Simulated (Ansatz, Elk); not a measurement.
**How far do independent atoms describe BeRu?**

Structure refinements treat a crystal as free atoms side by side. For a made-up structure of BeRu (cell and positions from a PBE relaxation) the runs below show what the calculated density changes in F(hkl).

Program: Elk 11.2.3 (patched build). Level of theory: DFT, PBE, all-electron APW+lo, Dirac cores, scalar-relativistic bands, static density, no spin. Results are calculated unless marked as measured.

This account leaves out most program logs.

The structure was built from a prototype and need not be the compound's stable phase.

## 1. The starting structure

The structure is tetragonal, space group P4/nmm (No. 129). The conventional cell has a = 2.776 Å, b = 2.776 Å, c = 5.646 Å, α = 90.00°, β = 90.00°, γ = 90.00°. Nearest to Ru lie 5 Be at 2.43 to 2.50 Å and 4 Ru at 2.60 Å. Nearest to Be lie 4 Be at 2.23 Å and 5 Ru at 2.43 to 2.50 Å. Farther neighbours are not listed.

## 2. Ground state and structure factors

An all-electron density is needed, since X-rays see the cores too. Task 0 finds the density and task 195 Fourier-transforms it; tshift is off so that phases refer to the origin typed.

Input file elk.in:

```
tasks
  0
  195

xctype
  20

spinpol
  .false.

rgkmax
  7.0

gmaxvr
  14.0

lmaxo
  7

lmaxapw
  8

swidth
  0.002

tshift
  .false.

ramdisk
  .false.

hmaxvr
  5.5

maxscl
  120

epspot
  1e-06

sppath
  './'

avec
  5.24673342650 -0.00000000000 0.00000000000
  -0.00000000000 5.24673342650 0.00000000000
  0.00000000000 0.00000000000 10.66873775139

atoms
  2
  'Ru.in'
  2
  0.5000000000 -0.0000000000 0.1516289518   0.000000 0.000000 0.000000
  -0.0000000000 0.5000000000 0.8483710482   0.000000 0.000000 0.000000
  'Be.in'
  2
  0.5000000000 -0.0000000000 0.5936146680   0.000000 0.000000 0.000000
  0.0000000000 0.5000000000 0.4063853320   0.000000 0.000000 0.000000

ngridk
  8 8 4
```

Command:

```bash
$ OMP_NUM_THREADS=4 elk
```

It took 20 s on 4 threads of Arm Neoverse V2, shared host; peak memory 0.16 GiB.

SFACRHO.OUT:

```text

h k l indices transformed by vhmat matrix:
   1.000000000       0.000000000       0.000000000    
   0.000000000       1.000000000       0.000000000    
   0.000000000       0.000000000       1.000000000    

      h      k      l  multipl.   |H|            Re(F)            Im(F)           |F|

      0      0      0      1   0.0000000       96.000000     -0.74059622E-16   96.000000    
      0      0     -1      2  0.58893427       42.396504     -0.12736829E-15   42.396504    
      0      0     -2      2   1.1778685      -22.028450     -0.40757851E-14   22.028450    
      0     -1      0      4   1.1975423     -0.25473657E-15 -0.21168882E-13  0.21170415E-13
      0      1      1      4   1.3345228      0.19614716E-13   54.368607       54.368607    
     -1      0      1      4   1.3345228      0.33115754E-14  -54.368607       54.368607    
      0      1     -2      4   1.6797267     -0.19232611E-13  -63.770447       63.770447    
      0      1      2      4   1.6797267      0.24072606E-13   63.770447       63.770447    
     -1     -1      0      4   1.6935806      -67.488352     -0.38277690E-13   67.488352    
      0      0      3      2   1.7668028      -59.322117      0.13246302E-13   59.322117    
     -1     -1      1      8   1.7930585      -33.156470     -0.18723138E-13   33.156470    
      1      1      2      8   2.0629080       17.964406     -0.15284194E-13   17.964406    
      0      1      3      4   2.1344085      0.12036303E-13   13.026499       13.026499    
      1      0      3      4   2.1344085     -0.23563133E-14  -13.026499       13.026499    
      0      0     -4      2   2.3557371      -45.427897     -0.81515703E-14   45.427897    
      2      0      0      4   2.3950846       57.813333     -0.32854614E-13   57.813333    
     -1      1      3      8   2.4474083       51.218062     -0.10189463E-13   51.218062    
      0      2     -1      4   2.4664294       28.547047     -0.10571568E-13   28.547047
```

Elk indexes on the primitive cell of elk.in and gives |H| = 4π sin θ/λ in inverse bohr. Below, one row stands for each form hkl of the conventional cell (m members, Friedel mates merged), F is for one primitive cell and the density is static (no thermal factor). Free-atom factors are Waasmaier and Kirfel's, and R is Σm||F|−|F'||/Σm|F|.

| hkl | m | sin θ/λ (Å⁻¹) | abs F, DFT | neutral atoms | diff. | abs of complex diff. |
| --- | --- | --- | --- | --- | --- | --- |
| 001 | 2 | 0.089 | 42.397 | 42.581 | -0.185 | 0.185 |
| 002 | 2 | 0.177 | 22.028 | 22.199 | -0.170 | 0.170 |
| 100 | 4 | 0.180 | 0.000 | 0.000 | +0.000 | 0.000 |
| 101 | 8 | 0.201 | 54.369 | 54.846 | -0.477 | 0.477 |
| 102 | 8 | 0.253 | 63.770 | 64.221 | -0.450 | 0.450 |
| 110 | 4 | 0.255 | 67.488 | 67.843 | -0.355 | 0.355 |
| 003 | 2 | 0.266 | 59.322 | 59.888 | -0.566 | 0.566 |
| 111 | 8 | 0.270 | 33.157 | 33.389 | -0.233 | 0.233 |
| 112 | 8 | 0.310 | 17.964 | 18.023 | -0.059 | 0.059 |
| 103 | 8 | 0.321 | 13.027 | 12.930 | +0.096 | 0.096 |
| 004 | 2 | 0.354 | 45.428 | 45.369 | +0.059 | 0.059 |
| 200 | 4 | 0.360 | 57.813 | 57.674 | +0.139 | 0.139 |
| 113 | 8 | 0.368 | 51.218 | 51.128 | +0.090 | 0.090 |
| 201 | 8 | 0.371 | 28.547 | 28.488 | +0.059 | 0.059 |

## 3. The highest occupied states alone

An energy window below the Fermi level keeps the highest occupied states, to see at which angles they scatter; shallow core shells can lie inside it and anion s states outside. No new self-consistency is needed.

elk.in, as its differences from that of step 2:

```diff
@@ -1,3 +1,2 @@
 tasks
-  0
   195
@@ -40,2 +39,5 @@
 
+wsfac
+  -0.051770 0.689220
+
 sppath
```

Command:

```bash
$ OMP_NUM_THREADS=4 elk
```

The job ended after 3.5 s (4 threads; peak memory 0.17 GiB).

States within 12 eV below the Fermi level hold 20.00 electrons; any levels below the window count with the cores. Their amplitudes can exceed the total, where window and core parts have opposite phase:

| hkl | sin θ/λ (Å⁻¹) | abs F, window | abs F, all |
| --- | --- | --- | --- |
| 001 | 0.089 | 4.904 | 42.397 |
| 002 | 0.177 | 1.805 | 22.028 |
| 100 | 0.180 | 0.000 | 0.000 |
| 101 | 0.201 | 3.836 | 54.369 |
| 102 | 0.253 | 2.760 | 63.770 |
| 110 | 0.255 | 2.965 | 67.488 |
| 003 | 0.266 | 2.210 | 59.322 |
| 111 | 0.270 | 1.374 | 33.157 |
| 112 | 0.310 | 0.500 | 17.964 |
| 103 | 0.321 | 0.554 | 13.027 |

## 4. Another functional

The difference from free atoms is small, so it is set against the change that PBEsol makes.

elk.in, as its differences from that of step 3:

```diff
@@ -1,2 +1,3 @@
 tasks
+  0
   195
@@ -4,3 +5,3 @@
 xctype
-  20
+  22
 
@@ -39,5 +40,2 @@
 
-wsfac
-  -0.051770 0.689220
-
 sppath
```

Command:

```bash
$ OMP_NUM_THREADS=4 elk
```

The job ended after 19 s (4 threads; peak memory 0.17 GiB; 59 s of CPU time).

Against the first run R = 0.02 %; the largest change is -0.025 at 110.

## 5. Basis size

A smaller basis shows how fast F responds to it; the change is likely larger than the basis error of the first run, but doesn't show convergence.

elk.in, as its differences from that of step 4:

```diff
@@ -5,3 +5,3 @@
 xctype
-  22
+  20
 
@@ -11,3 +11,3 @@
 rgkmax
-  7.0
+  5.5
```

Command:

```bash
$ OMP_NUM_THREADS=4 elk
```

Elapsed: 16 s, on 4 threads; peak memory 0.17 GiB; 49 s of CPU time.

Against the first run R = 0.03 %; the largest change is +0.034 at 004.

## 6. A coarser k-mesh

About half the k-points along each axis test the sampling.

elk.in, as its differences from that of step 5:

```diff
@@ -11,3 +11,3 @@
 rgkmax
-  5.5
+  7.0
 
@@ -60,2 +60,2 @@
 ngridk
-  8 8 4
+  4 4 2
```

Command:

```bash
$ OMP_NUM_THREADS=4 elk
```

Wall time 9.4 s (4 threads); peak memory 0.17 GiB.

Against the first run R = 0.02 %; the largest change is +0.040 at 003.

## 7. Settings against the effect

| run | R against the first run (%) | R against neutral atoms, low angle (%) | wall time |
| --- | --- | --- | --- |
| PBE, rgkmax 7 | 0.00 | 0.73 | 20 s |
| PBEsol | 0.02 | 0.75 | 19 s |
| rgkmax 5.5 | 0.03 | 0.75 | 16 s |
| k-mesh 4×4×2 | 0.02 | 0.73 | 9.4 s |

## 8. Outcome

```
R against neutral atoms, sin θ/λ < 0.3 Å⁻¹ : 0.73 %
R against neutral atoms, 0.3 to 0.82 Å⁻¹   : 0.25 %
```

In words: Independent neutral atoms miss the calculated amplitudes by R = 0.73 % below 0.3 Å⁻¹ and 0.25 % from there to 0.82 Å⁻¹; by shells, 0.44 % below 0.15 Å⁻¹ (1 form), 0.74 % 0.15 to 0.3 (6 forms), 0.39 % 0.3 to 0.45 (13 forms), 0.22 % above 0.45 (67 forms). Bonding, aspherical density and the tables' own atoms all enter these figures, and the runs don't part them. The largest change of an amplitude is -0.57 electrons, at 003. The window's part falls from 20.0 electrons at the origin to at most 0.18 between 0.45 and 0.82 Å⁻¹. Below 0.3 Å⁻¹ the changes that finished (PBEsol, rgkmax 5.5 and k-mesh 4×4×2) move F by R = 0.03 % at most, against the 0.73 % that separates it from free atoms. These runs have no spin, though d or f shells may be open. Part of the difference isn't bonding: the tables are fits to free atoms and ions calculated by other methods than this functional. Thermal motion, anomalous dispersion and extinction are left out.

[Logs are printed without paths, hosts, clocks, repeated set-up lines and the standing remarks that a program may print on its own settings, such as how far it seeks lower states.]

[Hosts, paths, dates, database ids (printed as entryN), source tags and the programs' standing remarks are cut or masked in the printed files.]
